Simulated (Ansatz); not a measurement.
**Formation energy and levels of the substitutional impurity Cs_Ga in GaN (F-43m)**

Charge states of Cs_Ga in GaN (F-43m), set against the band edges. Model: a cell of 54 host atoms with 1 Ga taken out and 1 Cs put in.

Main program and level: Ansatz 0.2.0; place-levels on r2SCAN runs: charge-transition levels and formation energies with image-charge correction and potential alignment at the atomic sites; PAW set soft_1.

In doubt: warnings of the run leave room for a lower electronic state (in some of the runs), so energies may not be the lowest and differences between runs may mislead.

**1. Set-up**

The cell holds 54 atoms: 26 Ga, 27 N and 1 Cs. Cell: a = 9.542 Å, b = 9.542 Å, c = 9.542 Å, α = 60.0°, β = 60.0°, γ = 60.0°. It derives from GaN (space group F-43m). Nearest the centre at fractional (0.333, 0.667, 0.667): Cs35 at 0.00 Å, N30 at 1.95 Å, N18 at 1.95 Å, N34 at 1.95 Å, N36 at 1.95 Å, Ga33 at 3.18 Å, Ga17 at 3.18 Å, Ga29 at 3.18 Å.

Structure file:

```xyz
54
Lattice="0.0000 6.7473 6.7473 6.7473 0.0000 6.7473 6.7473 6.7473 0.0000" Properties=species:S:1:pos:R:3 pbc="T T T"
Ga    0.0000    0.0000    0.0000
N     1.1245    1.1245    1.1245
Ga    2.2491    2.2491    0.0000
N     3.3736    3.3736    1.1245
Ga    4.4982    4.4982    0.0000
N     5.6227    5.6227    1.1245
Ga    2.2491    0.0000    2.2491
N     3.3736    1.1245    3.3736
Ga    4.4982    2.2491    2.2491
N     5.6227    3.3736    3.3736
Ga    6.7473    4.4982    2.2491
N     7.8718    5.6227    3.3736
Ga    4.4982    0.0000    4.4982
N     5.6227    1.1245    5.6227
Ga    6.7473    2.2491    4.4982
N     7.8718    3.3736    5.6227
Ga    8.9964    4.4982    4.4982
N    10.1209    5.6227    5.6227
Ga    0.0000    2.2491    2.2491
N     1.1245    3.3736    3.3736
Ga    2.2491    4.4982    2.2491
N     3.3736    5.6227    3.3736
Ga    4.4982    6.7473    2.2491
N     5.6227    7.8718    3.3736
Ga    2.2491    2.2491    4.4982
N     3.3736    3.3736    5.6227
Ga    4.4982    4.4982    4.4982
N     5.6227    5.6227    5.6227
Ga    6.7473    6.7473    4.4982
N     7.8718    7.8718    5.6227
Ga    4.4982    2.2491    6.7473
N     5.6227    3.3736    7.8718
Ga    6.7473    4.4982    6.7473
N     7.8718    5.6227    7.8718
Cs    8.9964    6.7473    6.7473
N    10.1209    7.8718    7.8718
Ga    0.0000    4.4982    4.4982
N     1.1245    5.6227    5.6227
Ga    2.2491    6.7473    4.4982
N     3.3736    7.8718    5.6227
Ga    4.4982    8.9964    4.4982
N     5.6227   10.1209    5.6227
Ga    2.2491    4.4982    6.7473
N     3.3736    5.6227    7.8718
Ga    4.4982    6.7473    6.7473
N     5.6227    7.8718    7.8718
Ga    6.7473    8.9964    6.7473
N     7.8718   10.1209    7.8718
Ga    4.4982    4.4982    8.9964
N     5.6227    5.6227   10.1209
Ga    6.7473    6.7473    8.9964
N     7.8718    7.8718   10.1209
Ga    8.9964    8.9964    8.9964
N    10.1209   10.1209   10.1209
```

Known beforehand: the electronic dielectric constant, 6.00, and the static one, 10.56, computed on the host (DFPT, PBEsol, on the r2SCAN cell), and a cell off the functional's own equilibrium shifts the ionic part.

The cell's shortest repeat is 9.5 Å.

**2. What was run first**

A transition level is the Fermi level at which two charge states cost the same, so each charge needs its own total energy, at its own relaxed structure.

Each atom starts 0.05 Å or so off its site in a random direction: a symmetric start keeps its symmetry, and would miss off-centre moves and Jahn–Teller distortions. Forces are taken on a 2×2×2 shifted mesh. The cell holds 2 electrons more than the neutral one, with a uniform background that keeps it neutral on the whole.

The sampling was tested on the host first: at the k-points planned (1x1x1 shifted 0.25 0.25 0.25) its energy lies 0.067 eV an atom from the dense-mesh value, so the final energies take a denser sampling.

One of the inputs; charge, spin and start change from state to state.

File qm2.relax/input.yaml:

```yaml
crystal:
  lattice:
    - [0.0, 2.24909694, 2.24909694]
    - [2.24909694, 0.0, 2.24909694]
    - [2.24909694, 2.24909694, 0.0]
  atoms:
    - { symbol: Ga, position: [0.0, 0.0, 0.0] }
    - { symbol: "N", position: [0.25, 0.25, 0.25] }
  supercell: [3, 3, 3]
  defects: [{ substitution: { at: 34, symbol: Cs } }]
total_charge: -2
basis:
  ecutwfc: 500
  xc_grid: 2
hamiltonian:
  xc: r2scan
  pseudopotentials: { kind: paw, azcp: { folder: soft_1 } }
kpoints:
  mp_grid: { grid: [2, 2, 2], shift: [0.5, 0.5, 0.5] }
scf:
  occupations: { method: fixed }
  max_iter: 80
output:
  forces: true
  charged_corrections: { epsilon: 6.0, static_epsilon: 10.56 }
relax:
  f_tol: 0.02
  max_steps: 80
  random_displacement: { amplitude: 0.05, seed: 3745 }
checkpoint:
  write: "../qm2.relax.run"
  compress: false
  write_wavefunctions: true
  write_every: 100000
```

Command:

```bash
> ansatz run input.yaml --threads 4 --pin off --max-ram 15073MiB --backend cpu --events-out ev --progress --plain --runs-dir out
```

The run of this state that the levels use, under r2SCAN:

File qm2.point/input.yaml:

```yaml
crystal:
  checkpoint: "../qm2.relax.run"
  host: checkpoint
total_charge: -2
basis:
  ecutwfc: 500
  xc_grid: 2
hamiltonian:
  xc: r2scan
  pseudopotentials: { kind: paw, azcp: { folder: soft_1 } }
kpoints:
  mp_grid: { grid: [2, 2, 2], shift: [0.5, 0.5, 0.5] }
scf:
  occupations: { method: fixed }
  max_iter: 80
output:
  forces: true
  eigenvalues: true
  charged_corrections:
    epsilon: 6.0
    static_epsilon: 10.56
    defect_position: [0.333333, 0.666667, 0.666667]
  eigenstates: { localisation: true }
  populations: true
  band_densities: [{ bands: [v1, v1] }, { bands: [c1, c1] }]
  write_density: true
  write_potential: true
  volumetric_format: npy
  elf: true
checkpoint:
  read: "../qm2.relax.run"
  write: "../qm2.point.run"
  compress: false
  write_wavefunctions: false
  write_every: 100000
```

Relaxations under r2SCAN at a 2×2×2 shifted mesh; times on 4 threads of Arm Neoverse V2, shared host:

```
charge  moment (μB)  occupations    outcome  steps  largest displacement against the far atoms (Å)     time
    −2            0        fixed  converged      6                                            0.52  4.9 min
    −1            1        fixed  converged     10                                            0.67   21 min
     0            0        fixed  converged     17                                            0.63   12 min
     0            2        fixed  converged      9                                            0.52   18 min
    +1            1        fixed  converged      8                                            0.54   18 min
    +1            3        fixed  converged      7                                            0.49   15 min
```

Single points under r2SCAN at a 2×2×2 shifted mesh; times on 4 threads of Arm Neoverse V2, shared host:

```
charge  moment (μB)  occupations    outcome     time
    −2            0        fixed  converged     49 s
    −1            1        fixed  converged  1.7 min
     0            0        fixed  converged     44 s
     0            2        fixed  converged  1.7 min
    +1            1        fixed  converged     99 s
    +1            3        fixed  converged     90 s
```

Distances (Å) from Cs35 to the nearest atoms after relaxation with r2SCAN:

| charge | moment (μB) | 1. | 2. | 3. | 4. | 5. | 6. |
| --- | --- | --- | --- | --- | --- | --- | --- |
| −2 | 0 | N 2.46 | N 2.46 | N 2.46 | N 2.46 | Ga 3.21 | Ga 3.21 |
| −1 | 1 | N 2.35 | N 2.45 | N 2.46 | N 2.46 | Ga 3.07 | Ga 3.07 |
| 0 | 0 | N 2.14 | N 2.14 | N 2.56 | N 2.56 | Ga 2.92 | Ga 2.92 |
| 0 | 2 | N 2.40 | N 2.40 | N 2.40 | N 2.50 | Ga 3.08 | Ga 3.08 |
| +1 | 1 | N 2.41 | N 2.43 | N 2.43 | N 2.48 | Ga 3.14 | Ga 3.16 |
| +1 | 3 | N 2.44 | N 2.44 | N 2.44 | N 2.44 | Ga 3.25 | Ga 3.25 |

**3. place-levels, r2SCAN**

A charged cell interacts with its images and the background, and its potential has another zero than the host's. place-levels removes the first by a point-charge model, screened by the static dielectric constant since the ions have relaxed around the charge, and the second by comparing potentials at atoms far from the defect.

The host is a run of the defect-free crystal in the same cutoffs, grids and k-points, so that basis and sampling errors cancel in part in the differences. The host is run in a cell of 2 atoms on a matching mesh. Its band edges are searched through the zone by a band path, so the gap is smaller than, or equal to, that on the mesh. Chemical potentials are energies per atom of Ga (alpha-Ga (Cmce)) and Cs (bcc), run with the same functional and cutoff.

File levels.point.yaml:

```yaml
host:
  run: host.point.run
states: [qm2.point.run, qm1_M1.point.run, q0.point.run, q0_M2.point.run, qp1_M1.point.run, qp1_M3.point.run]
geometry_from:
  qm2.point.run: qm2.relax.run
  qm1_M1.point.run: qm1_M1.relax.run
  q0.point.run: q0.relax.run
  q0_M2.point.run: q0_M2.relax.run
  qp1_M1.point.run: qp1_M1.relax.run
  qp1_M3.point.run: qp1_M3.relax.run
  host.point.run: host.relax.run
chemical_potentials:
  Ga:
    energy: -3790.270342
    dataset: <sha256 of the dataset>
  Cs:
    energy: -5686.056881
    dataset: "<sha256 of the dataset>"
epsilon: 6.0
static_epsilon: 10.56
vertical:
  - { from: qm1_M1.point.run, to: qm1_M1.point_neutral.run }
  - { from: qp1_M1.point.run, to: qp1_M1.point_neutral.run }
  - { from: qp1_M3.point.run, to: qp1_M3.point_neutral.run }
```

Command:

```bash
> ansatz place-levels levels.point.yaml -- --threads 4 --pin off --max-ram 15073MiB
```

Numbers of over 12 decimals in the logs are rounded to 6 here.

The program printed:

```text
[... repeated set-up lines and file paths are left out, and long positions are rounded to six places ...]
(+1/0) 0.934 eV above the valence edge, 1.235 eV under the conduction edge
(0/-1) 1.516 eV above the valence edge, 0.653 eV under the conduction edge
(-1/-2) 2.280 eV above the valence edge, in the conduction band
formation energy of charge +1: +8.913 eV with the Fermi level at the valence edge
formation energy of charge 0: +9.847 eV with the Fermi level at the valence edge
formation energy of charge -1: +11.362 eV with the Fermi level at the valence edge
formation energy of charge -2: +13.642 eV with the Fermi level at the valence edge
vertical -1 to 0: no energy, since no alignment is typed
  the change from vertical[0].from (qm1_M1.point.run) to vertical[0].to (qm1_M1.point_neutral.run): by its potential at epsilon 6 it stands at 0.392 0.726 0.746, with an rms radius of about 1.8 Å (1.2 1.2 0.6 Å across the planes of the cell's vectors); [...]
vertical +1 to 0: no energy, since no alignment is typed
  the change from vertical[1].from (qp1_M1.point.run) to vertical[1].to (qp1_M1.point_neutral.run): by its potential at epsilon 6 it stands at 0.386 0.720 0.752, with an rms radius of about 1.6 Å (1.1 1.1 0.0 Å across the planes of the cell's vectors); [...]
vertical +1 to 0: no energy, since no alignment is typed
  the change from vertical[2].from (qp1_M3.point.run) to vertical[2].to (qp1_M3.point_neutral.run): by its potential at epsilon 6 it stands at 0.397 0.730 0.730, with an rms radius of about 1.7 Å (1.0 1.0 1.0 Å across the planes of the cell's vectors); [...]
  edges by r2scan, gap 2.168 eV; the host is sampled to repeats of 19.08 Å
  the defect's cells are sampled to repeats of 19.08 Å, like sampling
  charge +1: -114658.4818 eV with its correction of +0.515 eV, at epsilon 10.56, aligned at sites: +0.2829 eV, mean over 19 atomic sites at or beyond 4.77 Å from the defect at [0.3333, 0.6667, 0.6667], with +0.000000 for the charge's moments and without [...]
  charge 0: +0.000 eV for its dipole among its images, +0.000 omitted
  charge -1: -114637.1334 eV with its correction of -0.120 eV, at epsilon 10.56, aligned at sites: +0.3517 eV, mean over 19 atomic sites at or beyond 4.77 Å from the defect at [0.3333, 0.6667, 0.6667], with +0.000000 for the charge's moments and without [...]
  charge -2: -114625.4035 eV with its correction of +0.148 eV, at epsilon 10.56, aligned at sites: +0.3894 eV, mean over 19 atomic sites at or beyond 4.77 Å from the defect at [0.3333, 0.6667, 0.6667], with +0.000000 for the charge's moments and without [...]
  charge +1: states[4] (qp1_M1.point.run) stands 0.087 eV higher, with a moment of 1.00 μB against 3.00
  charge 0: states[2] (q0.point.run) stands 0.036 eV higher, with a moment of 0.00 μB against 2.00
  of states[5] (qp1_M3.point.run): its alignment with the host at atomic sites is doubtful: the mean over the far sites moves by +0.1238 eV from their farther parts to their nearer, more than 0.05 eV. [...]
  of states[3] (q0_M2.point.run): its alignment with the host at atomic sites is doubtful: the mean over the far sites moves by +0.2474 eV from their farther parts to their nearer, more than 0.05 eV. [...]
  of states[1] (qm1_M1.point.run): its alignment with the host at atomic sites is doubtful: the mean over the far sites moves by +0.3902 eV from their farther parts to their nearer, more than 0.05 eV. [...]
  of states[0] (qm2.point.run): how wide its charge is, is not read beside other atoms or cores, and a band state would take no correction. [...]
  of states[4] (qp1_M1.point.run): its alignment with the host at atomic sites is doubtful: the mean over the far sites moves by +0.1311 eV from their farther parts to their nearer, more than 0.05 eV. [...]
  of states[2] (q0.point.run): its alignment with the host at atomic sites is doubtful: the mean over the far sites moves by +0.1919 eV from their farther parts to their nearer, more than 0.05 eV. [...]
  of vertical[0].from (qm1_M1.point.run): stability_check_not_made
  of vertical[1].from (qp1_M1.point.run): stability_check_not_made
  of vertical[1].to (qp1_M1.point_neutral.run): band_overlap_at_count
  of vertical[2].from (qp1_M3.point.run): stability_check_not_made
  of vertical[2].to (qp1_M3.point_neutral.run): band_overlap_at_count; minimisation_begun; stability_check_not_made
```

It took 0.45 s on 4 threads of Arm Neoverse V2, shared host.

Levels between the charges placed, in eV above the valence top:

```
        gap (eV)  (+1/0)  (0/−1)  (−1/−2)
r2SCAN      2.17    0.93    1.52     2.28
```

Corrections by state:

| charge | moment (μB) | image terms and alignment (eV) | band filling (eV) | ε used | over the lowest of its charge, as the program ranks them, band filling apart (eV) |
| --- | --- | --- | --- | --- | --- |
| +1 | 3.0 | 0.515 | - | 10.56 | 0.000 |
| 0 | 2.0 | 0.000 | - | - | 0.000 |
| −1 | 1.0 | -0.120 | - | 10.56 | 0.000 |
| −2 | 0.0 | 0.148 | - | 10.56 | 0.000 |
| +1 | 1.0 | 0.519 | - | 10.56 | 0.087 |
| 0 | 0.0 | 0.000 | - | - | 0.036 |

The charged structures listed were also run neutral, and place-levels reads from each pair, by the potential or the spins, how wide the charge is by which they differ; that can be the carrier of either run.

```
charge  rms radius (Å)  spread where it is widest against the cell (Å)  wide from (Å)  reading
    +1             1.7                                            0.99           1.35   narrow
    −1             1.8                                            1.22           1.35   narrow
```

The neutral runs of these pairs need not share the spin of the lowest neutral state, and very wide values only mean spread over the cell.

From the program's caveats on the states, each cut to its opening words:

- charge +1 (3 μB): its alignment with the host at atomic sites is doubtful: the mean over the far sites moves by +0.1238 eV from their farther parts to their nearer, more than [...]
- charge +1 (3 μB), 0 (2 μB), −1 (1 μB), +1 (1 μB): flagged: stability check not made
- charge 0 (2 μB): its alignment with the host at atomic sites is doubtful: the mean over the far sites moves by +0.2474 eV from their farther parts to their nearer, more than [...]
- charge −1 (1 μB): its alignment with the host at atomic sites is doubtful: the mean over the far sites moves by +0.3902 eV from their farther parts to their nearer, more than [...]
- charge −2: how wide its charge is, is not read beside other atoms or cores, and a band state would take no correction
- charge −2: its alignment with the host at atomic sites is doubtful: the mean over the far sites moves by +0.5448 eV from their farther parts to their nearer, more than [...]
- charge +1 (1 μB): its alignment with the host at atomic sites is doubtful: the mean over the far sites moves by +0.1311 eV from their farther parts to their nearer, more than [...]
- charge 0: its alignment with the host at atomic sites is doubtful: the mean over the far sites moves by +0.1919 eV from their farther parts to their nearer, more than [...]

The host's formation energy from the elements is -0.646 eV per atom; it sets how far the chemical potentials can move.

Limit set by the element alone; other compounds of these elements are not counted. Chemical potentials from the elements' reference states: Ga 0.00 eV, N -1.29 eV, Cs 0.00 eV. Formation energies (Ga-rich), with the Fermi level at the valence top and at the conduction bottom (gap 2.17 eV):

```
charge  at valence top (eV)  at conduction bottom (eV)  correction included (eV)
    +1                 8.91                      11.08                      0.51
     0                 9.85                       9.85                      0.00
    −1                11.36                       9.19                     -0.12
    −2                13.64                       9.31                      0.15
```

```
Fermi level (eV)  lowest formation energy (eV)
            0.00                          8.91
            0.20                          9.11
            0.39                          9.31
            0.59                          9.50
            0.79                          9.70
            0.98                          9.85
            1.18                          9.85
            1.38                          9.85
            1.58                          9.78
            1.77                          9.59
            1.97                          9.39
            2.17                          9.19
```

Limit set by the element alone; other compounds of these elements are not counted. Chemical potentials from the elements' reference states: N 0.00 eV, Ga -1.29 eV, Cs 0.00 eV. Formation energies (N-rich), with the Fermi level at the valence top and at the conduction bottom (gap 2.17 eV):

```csv
charge,at valence top (eV),at conduction bottom (eV),correction included (eV)
+1,7.62,9.79,0.51
0,8.56,8.56,0.00
−1,10.07,7.90,-0.12
−2,12.35,8.01,0.15
```

(Fermi level (eV), lowest formation energy (eV)): (0.00, 7.62), (0.20, 7.82), (0.39, 8.02), (0.59, 8.21), (0.79, 8.41), (0.98, 8.56), (1.18, 8.56), (1.38, 8.56), (1.58, 8.49), (1.77, 8.30), (1.97, 8.10), (2.17, 7.90)

**4. Summary of results**

| Property | Result |
| --- | --- |
| gap of the host | 2.17 eV (r2SCAN) |
| level (plus 1/0) | 0.93 eV above the valence top |
| level (0/minus 1) | 1.52 eV above the valence top |
| level (minus 1/minus 2) | 2.28 eV above the valence top, past the conduction bottom |
| lowest of the charges placed, just above the valence top (0.02 eV) | +1 |
| lowest of the charges placed, just below the conduction bottom (0.02 eV) | −1 |
| lowest formation energy at mid-gap of the charges run, Ga-rich | 9.85 eV |
| lowest formation energy at mid-gap of the charges run, N-rich | 8.56 eV |

What this shows: Of the charges placed (−2, −1, 0 and +1), the lowest changes at 0.93 eV (+1/0) and 1.52 eV (0/−1) above the valence top, in a gap of 2.17 eV. (−1/−2) lies 0.11 eV from a band edge, less than the doubt on such levels. Charges above +1 were not placed, so these runs say nothing of levels that involve them. States placed: +1 at 3 μB and 1 μB; 0 at 2 μB and 0 μB; −1 at 1 μB; −2 at 0 μB. Other spin states or structures, where not listed, weren't placed. Cs is taken at its element; compounds, which aren't counted here, bound the chemical potentials and would shift these formation energies. The program doubts the alignment of potentials for at least one state, a sign that the cell is small. Keep in mind: r2SCAN makes the gap too small and tends to spread out bound carriers; where a gas molecule sets a chemical potential or the host's formation energy, its binding is uncorrected; spin–orbit coupling, which can matter with heavy atoms, is left out.

[Logs are printed without paths, hosts, clocks, repeated set-up lines and the standing remarks that a program may print on its own settings, such as how far it seeks lower states.]

[Hosts, paths, dates, database ids (printed as entryN), source tags and the programs' standing remarks are cut or masked in the printed files.]

[Where a table of states has a column of steps, it counts the stored structures, which are thinned; the runs took as many ionic steps or more.]

[A defect's name tells the site on which it was built; relaxed atoms can leave that site.]

[For some hosts the program warned that the k-mesh of the response run may be too coarse for force constants and the static dielectric constant; such warnings are not shown here.]
